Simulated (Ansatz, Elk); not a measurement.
## CdRu2: X-ray structure factors from the self-consistent density

The structure of CdRu2 used here is made up (a known structure type with other elements) and was relaxed beforehand with PBEsol. The aim is the Fourier transform of its all-electron density, F(hkl), set beside the sum over free spherical atoms that refinements use.

Calculated with Elk 11.2.3 (patched build); DFT, PBE, all-electron APW+lo, Dirac cores, scalar-relativistic bands, static density, no spin.

The structure was built from a prototype and need not be the compound's stable phase.

## (1) Set-up

It takes space group Fd-3m (No. 227, cubic). The conventional cell has a = 7.247 Å, b = 7.247 Å, c = 7.247 Å, α = 90.00°, β = 90.00°, γ = 90.00°. Nearest to Cd lie 12 Ru at 3.00 Å and 4 Cd at 3.14 Å. Nearest to Ru lie 6 Ru at 2.56 Å and 6 Cd at 3.00 Å. Farther neighbours are not listed.

## (2) Ground state and structure factors

An all-electron density is needed, since X-rays see the cores too. Task 0 finds the density and task 195 Fourier-transforms it; tshift is off so that phases refer to the origin typed.

elk.in

```
tasks
  0
  195

xctype
  20

spinpol
  .false.

rgkmax
  7.0

gmaxvr
  14.0

lmaxo
  7

lmaxapw
  8

swidth
  0.002

tshift
  .false.

ramdisk
  .false.

hmaxvr
  5.5

maxscl
  120

epspot
  1e-06

sppath
  './'

avec
  0.00000000000 6.84705410363 6.84705410363
  6.84705410363 0.00000000000 6.84705410363
  6.84705410363 6.84705410363 0.00000000000

atoms
  2
  'Cd.in'
  2
  0.0000000000 -0.0000000000 0.0000000000   0.000000 0.000000 0.000000
  0.2500000000 0.2500000000 0.2500000000   0.000000 0.000000 0.000000
  'Ru.in'
  4
  0.1250000000 0.6250000000 0.6250000000   0.000000 0.000000 0.000000
  0.6250000000 0.6250000000 0.6250000000   0.000000 0.000000 0.000000
  0.6250000000 0.1250000000 0.6250000000   0.000000 0.000000 0.000000
  0.6250000000 0.6250000000 0.1250000000   0.000000 0.000000 0.000000

ngridk
  6 6 6
```

On the command line:

```console
$ OMP_NUM_THREADS=4 elk
```

Numbers of over 12 decimals in the logs are rounded to 6 here.

The program printed:

```text
┌─────────────────────────┐
│ Elk code version 11.2.3 │
└─────────────────────────┘

All units are atomic (Hartree, Bohr, etc.)

┌─────────────────────────────────────────────────┐
│ Ground-state run starting from atomic densities │
└─────────────────────────────────────────────────┘

Lattice vectors :
   0.000000000       6.847054104       6.847054104
   6.847054104       0.000000000       6.847054104
   6.847054104       6.847054104       0.000000000

Reciprocal lattice vectors :
 -0.4588239856      0.4588239856      0.4588239856
  0.4588239856     -0.4588239856      0.4588239856
  0.4588239856      0.4588239856     -0.4588239856

Unit cell volume      :    642.0092337
Brillouin zone volume :   0.3863654920

Muffin-tin inner radius fraction :   0.1000000000E-01

Nuclei treated as point charges

Species : 1 (Cd)
 parameters loaded from : Cd.in
 name : cadmium
 nuclear charge    :   -48.00000000
 electronic charge :    48.00000000
 atomic mass :    204912.7176
 muffin-tin radius :    2.600000000
 number of radial points in muffin-tin :   1193
 inner part over the whole radius :   0.9972693929E-02
 number on inner part of muffin-tin    :    850
 approximate nuclear radius :   0.8708852602E-04
 number of mesh points to nuclear radius :    426
 atomic positions (lattice), magnetic fields (Cartesian) :
  1 :   0.00000000  0.00000000  0.00000000    0.00000000  0.00000000  0.00000000
  2 :   0.25000000  0.25000000  0.25000000    0.00000000  0.00000000  0.00000000

Species : 2 (Ru)
 parameters loaded from : Ru.in
 name : ruthenium
 nuclear charge    :   -44.00000000
 electronic charge :    44.00000000
 atomic mass :    184239.3393
 muffin-tin radius :    2.395799194
 number of radial points in muffin-tin :   1193
 inner part over the whole radius :   0.9933559741E-02
 number on inner part of muffin-tin    :    847
 approximate nuclear radius :   0.8462081736E-04
 number of mesh points to nuclear radius :    424
 atomic positions (lattice), magnetic fields (Cartesian) :
  1 :   0.12500000 -0.37500000 -0.37500000    0.00000000  0.00000000  0.00000000
  2 :  -0.37500000 -0.37500000 -0.37500000    0.00000000  0.00000000  0.00000000
  3 :  -0.37500000  0.12500000 -0.37500000    0.00000000  0.00000000  0.00000000
  4 :  -0.37500000 -0.37500000  0.12500000    0.00000000  0.00000000  0.00000000

Total number of atoms per unit cell :    6
Total muffin-tin volume :    377.6535681
 ratio of muffin-tin to unit cell volume :   0.5882369728

Spin treatment :
 spin-unpolarised

Number of Bravais lattice symmetries :   48
Number of crystal symmetries         :   48
Crystal has no inversion symmetry
Complex Hermitian eigensolver will be used

k-point grid :      6     6     6
k-point offset :    0.000000000       0.000000000       0.000000000
k-point set is reduced with full crystal symmetry group
Total number of k-points :       16

Muffin-tin radius times maximum |G+k| :    7.000000000
 using average radius
Maximum |G+k| for APW functions       :    2.841063448
Maximum (1/2)|G+k|²                   :    4.035820757
Maximum |G| for potential and density :    14.00000000
Constant for pseudocharge density :    9
 order of it for each species :   16  16
 order of it for pair densities of each species (exact exchange by exxq0 0: 17) :   11   9
Radial integration step length :    1

G-vector grid sizes :     45    45    45
Number of G-vectors :    29795

Maximum angular momentum used for
 APW functions            :    8
 outer part of muffin-tin :    7
 inner part of muffin-tin :    2

Total nuclear charge    :   -272.0000000
Total core charge       :    172.0000000
Total valence charge    :    100.0000000
Total excess charge     :    0.000000000
Total electronic charge :    272.0000000

Effective Wigner radius, rₛ :   0.8259642565

Number of empty states         :     24
Total number of valence states :     75
Total number of core states    :    172

Third-order local-orbitals added for an l without core states : T
Total number of local-orbitals :    106

[...]
Madelung                    :     -35545.149846359
 xc potential                :     -1099.4765997128
 exchange                    :     -829.31654735509
 correlation                 :     -14.540182771969
 electron entropic           :    -0.43046533622151E-02
 total energy                :     -29321.163645943

Density of states at Fermi energy :    339.0308007
 (states/Hartree/unit cell)

Estimated indirect band gap :   0.8511601847E-03
 from k-point 13 to k-point 7
Estimated direct band gap   :   0.1546024045E-02
 at k-point 9

Charges :
 core                        :    172.0000000
 valence                     :    100.0000000
 interstitial                :    9.524866895
 muffin-tins (core leakage)
  species : 1 (Cd)
[...]
species : 2 (Ru)
[...]
total in muffin-tins        :    262.4751331
 total calculated charge     :    271.9992919
 total charge                :    272.0000000
 error                       :   0.7080850890E-03

RMS change in Kohn-Sham potential (target) :   0.1035455729     (  0.1000000000E-05)
Absolute change in total energy (target)   :   0.2042467998     (  0.1000000000E-03)

[... loops 3 to 15 left out ...]

┌──────────────────┐
│ Loop number : 16 │
└──────────────────┘

Energies :
 Fermi                       :     0.361498
 sum of occupied eigenvalues :     -17512.220123189
 electron kinetic            :      30594.656487162
 core electron kinetic       :      29700.532695332
 Coulomb                     :     -59068.917990590
 Coulomb potential           :     -47004.701706618
 nuclear-nuclear             :     -3725.6506226367
 electron-nuclear            :     -63800.181235527
 Hartree                     :      8456.9138675733
 Madelung                    :     -35566.567137281
 xc potential                :     -1102.1749037329
 exchange                    :     -830.50149361834
 correlation                 :     -14.536358640485
 electron entropic           :    -0.41078178113815E-02
 total energy                :     -29319.303463505

Density of states at Fermi energy :    326.2644521
 (states/Hartree/unit cell)

Estimated indirect band gap :   0.4765353562E-03
 from k-point 2 to k-point 14
Estimated direct band gap   :   0.2349153562E-02
 at k-point 9

Charges :
 core                        :    172.0000000
 valence                     :    100.0000000
 interstitial                :    8.876722091
 muffin-tins (core leakage)
  species : 1 (Cd)
[...]
species : 2 (Ru)
[...]
total in muffin-tins        :    263.1232779
 total calculated charge     :    271.9992167
 total charge                :    272.0000000
 error                       :   0.7832968514E-03

RMS change in Kohn-Sham potential (target) :   0.2311559617E-07 (  0.1000000000E-05)
Absolute change in total energy (target)   :   0.4542063471E-04 (  0.1000000000E-03)

Convergence targets achieved

┌──────────────────┐
│ Loop number : 17 │
└──────────────────┘

Energies :
 Fermi                       :     0.361498
 sum of occupied eigenvalues :     -17512.220127018
 electron kinetic            :      30594.656485830
 core electron kinetic       :      29700.532693094
 Coulomb                     :     -59068.917990118
 Coulomb potential           :     -47004.701706108
 nuclear-nuclear             :     -3725.6506226367
 electron-nuclear            :     -63800.181235483
 Hartree                     :      8456.9138680015
 Madelung                    :     -35566.567137064
 xc potential                :     -1102.1749067400
 exchange                    :     -830.50149362022
 correlation                 :     -14.536358635661
 electron entropic           :    -0.41078179651970E-02
 total energy                :     -29319.303464362

Density of states at Fermi energy :    326.2644661
 (states/Hartree/unit cell)

Estimated indirect band gap :   0.4765351650E-03
 from k-point 2 to k-point 14
Estimated direct band gap   :   0.2349153189E-02
 at k-point 9

Charges :
 core                        :    172.0000000
 valence                     :    100.0000000
 interstitial                :    8.876721963
 muffin-tins (core leakage)
  species : 1 (Cd)
[...]
species : 2 (Ru)
[...]
atom 2                    :    42.42167603     ( -0.1140742967E-06)
   atom 3                    :    42.42167603     ( -0.1140742967E-06)
   atom 4                    :    42.42167603     ( -0.1140742967E-06)
 total in muffin-tins        :    263.1232780
 total calculated charge     :    271.9992167
 total charge                :    272.0000000
 error                       :   0.7832968673E-03

┌──────────────────────────────┐
│ Self-consistent loop stopped │
└──────────────────────────────┘

Warning : core states of species 1 leak from the muffin-tin :   0.2435495724E-03

Wrote STATE.OUT
```

Elapsed: 44 s, on 4 threads of Arm Neoverse V1, shared host; peak memory 0.23 GiB.

SFACRHO.OUT:

```text

h k l indices transformed by vhmat matrix:
   1.000000000       0.000000000       0.000000000    
   0.000000000       1.000000000       0.000000000    
   0.000000000       0.000000000       1.000000000    

      h      k      l  multipl.   |H|            Re(F)            Im(F)           |F|

      0      0      0      1   0.0000000       272.00000     -0.17608693E-18   272.00000    
      1      1      1      4  0.79470645      -12.509189       12.509189       17.690665    
      1      0      0      4  0.79470645      -12.509189      -12.509189       17.690665    
      0     -1     -1      6  0.91764797     -0.91644915E-15 -0.89096679E-14  0.89566769E-14
      1      2      1     12   1.2977502       78.115749     -0.95262468E-14   78.115749    
      0     -1     -2     12   1.5217470       84.149474       84.149474       119.00533    
     -1     -1      1     12   1.5217470       84.149474      -84.149474       119.00533    
     -2      0      0      4   1.5894129     -0.23530123E-13  -130.87417       130.87417    
      0      2      0      4   1.5894129     -0.16230175E-13   130.87417       130.87417    
      2      2      0      6   1.8352959      -54.458408     -0.52662100E-13   54.458408    
     -3     -1     -1     12   1.9999674      -8.8878550       8.8878550       12.569325    
     -2     -2     -3     12   1.9999674      -8.8878550      -8.8878550       12.569325    
     -1      1      2     24   2.0519232     -0.80962618E-14  0.44548340E-14  0.92409415E-14
      2      3      3     12   2.2477693       62.667176     -0.51948535E-13   62.667176    
      1      0      3     12   2.2477693       62.667176     -0.19148292E-14   62.667176    
      3      1      3     12   2.3841194       68.979077      -68.979077       97.551147    
     -1     -3     -3     12   2.3841194       68.979077       68.979077       97.551147    
      0      0      3      4   2.3841194       68.990069      -68.990069       97.566692
```

Elk indexes on the primitive cell of elk.in and gives |H| = 4π sin θ/λ in inverse bohr. Below, one row stands for each form hkl of the conventional cell (m members, Friedel mates merged), F is for one primitive cell and the density is static (no thermal factor). Free-atom factors are Waasmaier and Kirfel's, and R is Σm||F|−|F'||/Σm|F|.

```tsv
hkl	m	sin θ/λ (Å⁻¹)	abs F, DFT	neutral atoms	diff.	abs of complex diff.
111	8	0.119	17.691	17.587	+0.103	0.103
200	6	0.138	0.000	0.000	+0.000	0.000
220	12	0.195	78.116	78.439	-0.324	0.324
311	24	0.229	119.005	119.615	-0.610	0.610
222	8	0.239	130.874	131.743	-0.869	0.869
400	6	0.276	54.458	55.020	-0.562	0.562
331	24	0.301	12.569	12.701	-0.132	0.132
420	24	0.309	0.000	0.000	+0.000	0.000
422	24	0.338	62.667	62.621	+0.046	0.046
511	24	0.358	97.551	97.526	+0.025	0.025
333	8	0.358	97.567	97.526	+0.040	0.040
440	12	0.390	162.638	162.170	+0.468	0.468
531	48	0.408	11.341	11.140	+0.201	0.201
442	24	0.414	0.156	0.000	+0.156	0.156
600	6	0.414	0.000	0.000	+0.000	0.000
620	24	0.436	54.212	54.004	+0.208	0.208
533	24	0.452	85.790	85.383	+0.407	0.407
622	24	0.458	95.852	95.473	+0.379	0.379
```

## (3) The highest occupied states alone

An energy window below the Fermi level keeps the highest occupied states, to see at which angles they scatter; shallow core shells can lie inside it and anion s states outside. No new self-consistency is needed.

elk.in, as its differences from that of step 2:

```diff
@@ -1,3 +1,2 @@
 tasks
-  0
   195
@@ -40,2 +39,5 @@
 
+wsfac
+  -0.189740 0.661500
+
 sppath
```

On the command line:

```console
$ OMP_NUM_THREADS=4 elk
```

The program printed:

```text
┌─────────────────────────────────┐
│ Elk code version 11.2.3 started │
└─────────────────────────────────┘

Info(readinput): the functional depends on the density's gradient
 muffin-tin radial points multiplied by    2.00000
 (not where nrmtscf is given)

┌────────────────────┐
│ Current task : 195 │
└────────────────────┘
Info(checkmt): changed muffin-tin radius of species 2 (Ru) from   2.6000 to   2.3958

Info(sfacrho): density structure factors written to SFACRHO.OUT

 Energy window :  -0.1897400000      0.6615000000

┌──────────────────┐
│ Elk code stopped │
└──────────────────┘
```

The job ended after 15 s (4 threads; peak memory 0.17 GiB; 18 s of CPU time).

States within 15 eV below the Fermi level hold 56.00 electrons; any levels below the window count with the cores. Their amplitudes can exceed the total, where window and core parts have opposite phase:

```tsv
hkl	sin θ/λ (Å⁻¹)	abs F, window	abs F, all
111	0.119	2.037	17.691
200	0.138	0.000	0.000
220	0.195	11.544	78.116
311	0.229	10.522	119.005
222	0.239	6.858	130.874
400	0.276	2.413	54.458
331	0.301	2.351	12.569
420	0.309	0.000	0.000
422	0.338	4.304	62.667
511	0.358	3.237	97.551
```

## (4) Another functional

The difference from free atoms is small, so it is set against the change that LDA (Perdew-Wang) makes.

elk.in, as its differences from that of step 3:

```diff
@@ -1,2 +1,3 @@
 tasks
+  0
   195
@@ -4,3 +5,3 @@
 xctype
-  20
+  3
 
@@ -39,5 +40,2 @@
 
-wsfac
-  -0.189740 0.661500
-
 sppath
```

On the command line:

```console
$ OMP_NUM_THREADS=4 elk
```

The program printed:

```text
┌─────────────────────────┐
│ Elk code version 11.2.3 │
└─────────────────────────┘

All units are atomic (Hartree, Bohr, etc.)

┌─────────────────────────────────────────────────┐
│ Ground-state run starting from atomic densities │
└─────────────────────────────────────────────────┘

Lattice vectors :
   0.000000000       6.847054104       6.847054104
   6.847054104       0.000000000       6.847054104
   6.847054104       6.847054104       0.000000000

Reciprocal lattice vectors :
 -0.4588239856      0.4588239856      0.4588239856
[...]
muffin-tins (core leakage)
  species : 1 (Cd)
[...]
species : 2 (Ru)
[...]
atom 3                    :    42.41618239     ( -0.4975373226E-05)
   atom 4                    :    42.41618239     ( -0.4975373226E-05)
 total in muffin-tins        :    263.1363255
 total calculated charge     :    271.9992172
 total charge                :    272.0000000
 error                       :   0.7828476055E-03

┌──────────────────────────────┐
│ Self-consistent loop stopped │
└──────────────────────────────┘

Warning : core states of species 1 leak from the muffin-tin :   0.2443012279E-03

Wrote STATE.OUT
[key lines of the parts left out:]
total energy                :     -29291.572986818
```

Elapsed: 29 s, on 4 threads; peak memory 0.16 GiB; 80 s of CPU time.

Against the first run R = 0.03 %; the largest change is +0.050 at 800.

## (5) A coarser k-mesh

About half the k-points along each axis test the sampling.

elk.in, as its differences from that of step 4:

```diff
@@ -5,3 +5,3 @@
 xctype
-  3
+  20
 
@@ -62,2 +62,2 @@
 ngridk
-  6 6 6
+  3 3 3
```

On the command line:

```console
$ OMP_NUM_THREADS=4 elk
```

The program printed:

```text
┌─────────────────────────┐
│ Elk code version 11.2.3 │
└─────────────────────────┘

All units are atomic (Hartree, Bohr, etc.)

┌─────────────────────────────────────────────────┐
│ Ground-state run starting from atomic densities │
└─────────────────────────────────────────────────┘

Lattice vectors :
   0.000000000       6.847054104       6.847054104
   6.847054104       0.000000000       6.847054104
   6.847054104       6.847054104       0.000000000

Reciprocal lattice vectors :
 -0.4588239856      0.4588239856      0.4588239856
[...]
muffin-tins (core leakage)
  species : 1 (Cd)
[...]
species : 2 (Ru)
[...]
atom 3                    :    42.40792549     ( -0.1144519786E-06)
   atom 4                    :    42.40792549     ( -0.1144519786E-06)
 total in muffin-tins        :    263.0727854
 total calculated charge     :    271.9991067
 total charge                :    272.0000000
 error                       :   0.8932975811E-03

┌──────────────────────────────┐
│ Self-consistent loop stopped │
└──────────────────────────────┘

Warning : core states of species 1 leak from the muffin-tin :   0.2437345465E-03

Wrote STATE.OUT
[key lines of the parts left out:]
total energy                :     -29319.289947419
```

Wall time 27 s (4 threads); peak memory 0.22 GiB.

Against the first run R = 0.04 %; the largest change is -0.058 at 660.

## (6) Settings against the effect

```tsv
run	R against the first run (%)	R against neutral atoms, low angle (%)	wall time
PBE, rgkmax 7	0.00	0.56	44 s
LDA (Perdew-Wang)	0.03	0.58	29 s
k-mesh 3×3×3	0.04	0.57	27 s
```

## (7) Summary of results

```
R against neutral atoms, sin θ/λ < 0.3 Å⁻¹ : 0.56 %
R against neutral atoms, 0.3 to 0.82 Å⁻¹   : 0.22 %
```

In words: Independent neutral atoms miss the calculated amplitudes by R = 0.56 % below 0.3 Å⁻¹ and 0.22 % from there to 0.82 Å⁻¹; by shells, 0.58 % below 0.15 Å⁻¹ (1 form), 0.56 % 0.15 to 0.3 (4 forms), 0.33 % 0.3 to 0.45 (8 forms), 0.21 % above 0.45 (47 forms). Bonding, aspherical density and the tables' own atoms all enter these figures, and the runs don't part them. The largest change of an amplitude is -0.87 electrons, at 222. Weak lines can change much in proportion: 442 goes from 0.00 to 0.16. The window's part falls from 56.0 electrons at the origin to at most 1.03 between 0.45 and 0.82 Å⁻¹, where compact states inside the window still scatter. Below 0.3 Å⁻¹ the changes that finished (LDA (Perdew-Wang) and k-mesh 3×3×3) move F by R = 0.03 % at most, against the 0.56 % that separates it from free atoms. The basis has no finished test. These runs have no spin, though d or f shells may be open. Part of the difference isn't bonding: the tables are fits to free atoms and ions calculated by other methods than this functional. Thermal motion, anomalous dispersion and extinction are left out.

[Logs are printed without paths, hosts, clocks, repeated set-up lines and the standing remarks that a program may print on its own settings, such as how far it seeks lower states.]

[Hosts, paths, dates, database ids (printed as entryN), source tags and the programs' standing remarks are cut or masked in the printed files.]
